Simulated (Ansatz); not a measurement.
# Bands, cutoff and cost in G0W0 for GaN (F-43m), part 2 of 2

Wanted: a G0W0 gap for GaN (F-43m) that is converged in bands and cutoff, or an estimate of the limit.

Ansatz 0.2.0; G0W0 on PBE, plane waves, PAW; PAW set soft_1. Known limits of the many-body steps: not at the basis limit; no spin-orbit coupling; coarse k mesh.

So far. Step 4 (146 empty bands, screening to 200 eV): Against the run with 6×6×6 mesh, 68 empty bands, screening to 120 eV, PAW set soft_1 files, the gap moves by +0.04 eV. Step 5 (Changing the k mesh: 4×4×4 mesh, 68 empty bands …): Against the run with 6×6×6 mesh, 68 empty bands, screening to 120 eV, PAW set soft_1 files, the gap moves by −0.12 eV.

## 6. Changing the frequency model: 6×6×6 mesh, 68 empty bands, screening to 120 eV, plasmon pole, PAW set soft_1 files

A plasmon pole stands in for the full frequency dependence of the screening; this run shows what that costs in accuracy.

The input, input.yaml:

```yaml
crystal:
  lattice:
    - [0.0, 2.2535006075, 2.2535006075]
    - [2.2535006075, 0.0, 2.2535006075]
    - [2.2535006075, 2.2535006075, 0.0]
  atoms:
    - { symbol: Ga, position: [0.0, 0.0, 0.0] }
    - { symbol: "N", position: [0.75, 0.75, 0.75] }
kpoints:
  mp_grid: { grid: [6, 6, 6] }
hamiltonian:
  xc: pbe
  pseudopotentials: { kind: paw, azcp: { folder: soft_1 } }
scf:
  occupations: { method: fixed }
gw:
  n_empty_bands: 68
  ecut_chi: 120
  qp_bands: [v2, c2]
  qp_kpoints: band_edges
  screening: { model: godby_needs }
```

Run with:

```console
$ ansatz run input.yaml --threads 3 --pin off --max-ram 92160MiB --backend cuda --events-out ev --progress --plain --runs-dir out --devices 1 --max-vram 13GiB
```

Numbers of over 12 decimals in the logs are rounded to 6 here.

The program printed:

```text
GPUs: using 1 of 1 available (devices: 1).
[...]
GPU FFT provider: cuFFT
GPU libraries: cuBLAS 13.8.2, cuFFT 12.4.0, cuSOLVER 12.3.4
Crystal: 2 atoms, lattice volume = 22.888 Å³
Basis set: ecut = 420 eV, 459 PW (Γ)
Bands: 13, of which v1, the nominal top of the filled ones, is band 9 counted from 1 (8 counted from 0)
Symmetry: 24 space group operations
[...]
k-points: 16 of 216 (time reversal used)
[...]
1    11     18.9074    -8.2737    -5.2046   -14.2986  0.8252    19.7313    19.7277  root
[...]
14     8      5.9304   -21.2116     3.8118   -16.4901  0.7883     5.0150     5.0206  root
    14     9      7.2735   -21.4482     3.5152   -17.1657  0.7915     6.5026     6.5061  root
    14    10     16.1655    -9.3431    -4.5175   -14.4192  0.8193    16.7256    16.7241  root
    14    11     17.1580   -10.6567    -5.1918   -16.9566  0.8096    18.2728    18.2662  root
[key lines of the parts left out:]
SCF converged after 7 iterations
Free energy (F): -4167.898508 eV
Fermi energy:    9.643192 eV
```

The job ended after 15 s (1 × NVIDIA H100 80GB HBM3 (shared by 6 runs) with 3 threads of AMD EPYC 7R13 (Zen 3), shared host; peak memory 1 GiB).

Numbers from this step:

```
bands summed                                 : 77
plasmon-pole fit frequency                   : 32.93 eV
RPA ε∞ on this mesh (eigenvalues)            : 6.641, 6.641, 6.641
plane waves in the screening matrix          : 65
G0W0 gap on the mesh                         : 2.794 eV
k of the valence top                         : 0, 0, 0
k of the conduction bottom                   : 0, 0, 0
starting gap on the mesh                     : 1.717 eV
least direct G0W0 gap on the computed points : 2.794 eV
```

Against the run with 6×6×6 mesh, 68 empty bands, screening to 120 eV, PAW set soft_1 files, the gap moves by +0.001 eV.

## 7. Changing the files: 6×6×6 mesh, 68 empty bands, screening to 120 eV, hard PAW files

Other atomic data (hard PAW) test the pseudisation: the cutoff goes from 420 to 1020 eV and the valence electrons from 18 to 26, which opens shells that were frozen.

This step: G0W0 on PBE, plane waves, PAW.

input.yaml, the sections that differ from step 6:

```yaml
hamiltonian:
  xc: pbe
  pseudopotentials: { kind: paw, source: ansatz }
gw:
  n_empty_bands: 68
  ecut_chi: 120
  qp_bands: [v2, c2]
  qp_kpoints: band_edges
  screening: { model: contour_deformation }
# crystal, kpoints, scf: as in step 6
```

The program printed:

```text
GPUs: using 1 of 1 available (devices: 1).
[...]
GPU FFT provider: cuFFT
GPU libraries: cuBLAS 13.8.2, cuFFT 12.4.0, cuSOLVER 12.3.4
Crystal: 2 atoms, lattice volume = 22.888 Å³
Basis set: ecut = 1020 eV, 1687 PW (Γ)
Bands: 17, of which v1, the nominal top of the filled ones, is band 13 counted from 1 (12 counted from 0)
Symmetry: 24 space group operations
[...]
k-points: 16 of 216 (time reversal used)
[...]
1    15     20.3190    -8.2623    -5.2751   -14.2824  0.7867    21.0768    21.0640  root
[...]
14    12      7.3411   -21.2178     3.9091   -16.4987  0.7415     6.5096     6.5310  root
    14    13      8.6844   -21.4539     3.5529   -17.1734  0.7557     7.9437     7.9568  root
    14    14     17.5760    -9.3321    -4.5454   -14.4048  0.7874    18.1092    18.1033  root
    14    15     18.5763   -10.6411    -5.3050   -16.9396  0.7712    19.5984    19.5698  root
[key lines of the parts left out:]
SCF converged after 7 iterations
Free energy (F): -8798.878951 eV
Fermi energy:    11.053618 eV
```

It took 14 s on 1 × NVIDIA H100 80GB HBM3 (shared by 6 runs) with 3 threads; peak memory 1 GiB; 13 s of CPU time.

Numbers from this step:

```yaml
bands_summed: 81
rpa_eps_infinity_on_this_mesh_eigenvalues: 6.611, 6.611, 6.611
plane_waves_in_the_screening_matrix: 65
g0w0_gap_on_the_mesh: 2.800 eV
k_of_the_valence_top: 0, 0, 0
k_of_the_conduction_bottom: 0, 0, 0
starting_gap_on_the_mesh: 1.732 eV
least_direct_g0w0_gap_on_the_computed_points: 2.800 eV
```

Against the run with 6×6×6 mesh, 68 empty bands, screening to 120 eV, PAW set soft_1 files, the gap moves by +0.007 eV.

## 8. The runs together

Times are wall times on 1 × NVIDIA H100 80GB HBM3 (shared by 6 runs) with 3 threads of AMD EPYC 7R13 (Zen 3), shared host, good to a factor of about two.

| mesh | files | frequency | bands summed | cutoff (eV) | start (eV) | G0W0 (eV) | time | host memory (GiB) |
| --- | --- | --- | --- | --- | --- | --- | --- | --- |
| 6×6×6 | PAW set soft_1 | contour deformation | 33 | 60 | 1.717 | 2.646 | 13 s | 0.98 |
| 6×6×6 | PAW set soft_1 | contour deformation | 77 | 120 | 1.717 | 2.793 | 10 s | 0.98 |
| 6×6×6 | PAW set soft_1 | contour deformation | 155 | 200 | 1.717 | 2.831 | 16 s | 1.1 |
| 4×4×4 | PAW set soft_1 | contour deformation | 77 | 120 | 1.699 | 2.673 | 8.9 s | 0.98 |
| 6×6×6 | PAW set soft_1 | plasmon pole | 77 | 120 | 1.717 | 2.794 | 15 s | 1.0 |
| 6×6×6 | hard PAW | contour deformation | 81 | 120 | 1.732 | 2.800 | 14 s | 1.0 |

How the two edges are built up, in eV (the quasiparticle level is the starting level plus Σx plus Σc less Vxc):

| run | edge | start | Σx | Σc | Vxc | Z | QP |
| --- | --- | --- | --- | --- | --- | --- | --- |
| 33 bands | valence top | 9.64 | -23.90 | 3.52 | -20.27 | 0.77 | 9.53 |
| 33 bands | conduction bottom | 11.36 | -11.48 | -3.42 | -15.71 | 0.80 | 12.18 |
| 77 bands | valence top | 9.64 | -23.90 | 3.14 | -20.27 | 0.76 | 9.15 |
| 77 bands | conduction bottom | 11.36 | -11.48 | -3.65 | -15.71 | 0.80 | 11.94 |
| 155 bands | valence top | 9.64 | -23.90 | 2.89 | -20.27 | 0.76 | 8.91 |
| 155 bands | conduction bottom | 11.36 | -11.48 | -3.86 | -15.71 | 0.80 | 11.74 |

## 9. Summary of results

```
33 bands, 60 eV                     : 2.646 eV
77 bands, 120 eV                    : 2.793 eV
155 bands, 200 eV                   : 2.831 eV
estimated limit in bands and cutoff : 2.87 eV
mesh and start                      : 6×6×6, PBE
```

A line in one over the bands through the two highest rungs gives 2.87 eV, +0.04 eV from the top rung; the pair below gives 2.90 eV, in fair agreement. The rungs stand 0.22 eV (33 bands), 0.07 eV (77 bands) and 0.04 eV (155 bands) from it. From 33 to 155 bands the gap moves by +0.18 eV. Σc changes by −0.63 eV at the valence top and −0.44 eV at the conduction bottom, so the levels themselves move more than the gap between them. On the 4×4×4 mesh in place of 6×6×6 the gap differs by −0.12 eV, of which −0.02 eV is already in the start. The plasmon-pole model gives +0.001 eV against contour deformation, 0 % of the correction, and saved no time in this program. Hard PAW files move the gap by +0.01 eV at equal bands and cutoff, +0.02 eV of it in the start. The cheapest rung within 0.1 eV of this estimate is that with 77 bands (10 s). The many-body steps are scalar-relativistic: spin-orbit coupling is not in them.

[Paths, hosts, dates, memory and timing lines, banners, echoed tables and standing remarks are left out of the program output.]

[Logs are printed without paths, hosts, clocks, repeated set-up lines and the standing remarks that a program may print on its own settings, such as how far it seeks lower states.]

[Runs of the session that timed out or met a known fault of the program may be left out.]

[Cells called generated may have been cut or substituted from an entry of the Crystallography Open Database or the Materials Project.]

[Hosts, paths, dates, database ids (printed as entryN), source tags and the programs' standing remarks are cut or masked in the printed files.]
